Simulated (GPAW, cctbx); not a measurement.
# What do these deviations say about the bonding?

CrSi2Ir2, P4/mbm (no. 127), a = 7.0879 Å, b = 7.0879 Å, c = 2.7976 Å, α = 90.00°, β = 90.00°, γ = 90.00°.

```
atom  mult.       x       y    z
 Ir1      4  0.6464  0.8536  1/2
 Cr1      2     1/2     1/2    0
 Si1      4  0.8494  0.6506    0
```

The start was made by putting kin elements into a known structure type; the compound need not exist, or be stable, in this form.

Absolute values of the static structure factors of the conventional cell from DFT (PBE, GPAW) against free spherical atoms, in electrons:

| hkl | d (Å) | free atoms | crystal |
| --- | --- | --- | --- |
| 110 | 5.012 | 80.18 | 80.46 |
| 200 | 3.544 | 47.67 | 48.11 |
| 210 | 3.170 | 177.39 | 177.57 |
| 001 | 2.798 | 188.91 | 189.57 |
| 220 | 2.506 | 58.63 | 58.21 |
| 111 | 2.443 | 117.90 | 117.69 |
| 310 | 2.241 | 197.89 | 197.25 |
| 201 | 2.196 | 89.79 | 89.53 |
| 211 | 2.098 | 218.54 | 218.24 |
| 320 | 1.966 | 77.59 | 77.56 |

**Question.** Which way does charge move, and which reflections show it best?

Project each element's phase sum on the total phase. |F| rises if density moves to atoms that scatter in phase and falls if it moves to atoms that scatter against it; the rule is for low angles, since changes of shape take over beyond. Where all elements are in phase the terms compete, and the compactness of the donor's and the acceptor's density matters too.

| hkl | Ir in phase | Cr in phase | Si in phase | change (e) | (%) |
| --- | --- | --- | --- | --- | --- |
| 110 | +1.5 | -2.0 | +1.4 | +0.27 | +0.3 |
| 200 | +1.1 | -2.0 | +1.3 | +0.44 | +0.9 |
| 210 | +3.1 | 0.0 | -3.1 | +0.18 | +0.1 |
| 001 | +4.0 | -2.0 | -4.0 | +0.66 | +0.3 |
| 220 | +0.3 | +2.0 | +0.4 | -0.42 | -0.7 |
| 111 | +1.5 | +2.0 | -1.4 | -0.21 | -0.2 |
| 310 | +2.2 | +2.0 | +2.2 | -0.64 | -0.3 |
| 201 | +1.1 | +2.0 | -1.3 | -0.26 | -0.3 |

Low-angle reflections that set elements apart and change by more than 0.05 e: 110, 200, 210, 001, 220, 111 and 201. The signs fit a gain of density on Ir and a loss on Cr. The best witness is 200, +0.9 %, where Ir enters with +1.1. The real-space density agrees: Voronoi charges Ir -0.08, Cr +0.18, Si -0.01 e. The shortest bond, Ir–Si, has Δρ = +0.09 e/Å³ at its midpoint, a covalent bond charge. Limits: a ferromagnetic start is the only order tried, and the real ground state may be antiferromagnetic or insulating.

[Outputs are excerpts: Python notices, other lines and further rows are left out; steps that failed or that the build refused (PBEsol, TPSS) are not shown.]

[Logs are printed without paths, hosts, clocks, repeated set-up lines and the standing remarks that a program may print on its own settings, such as how far it seeks lower states.]
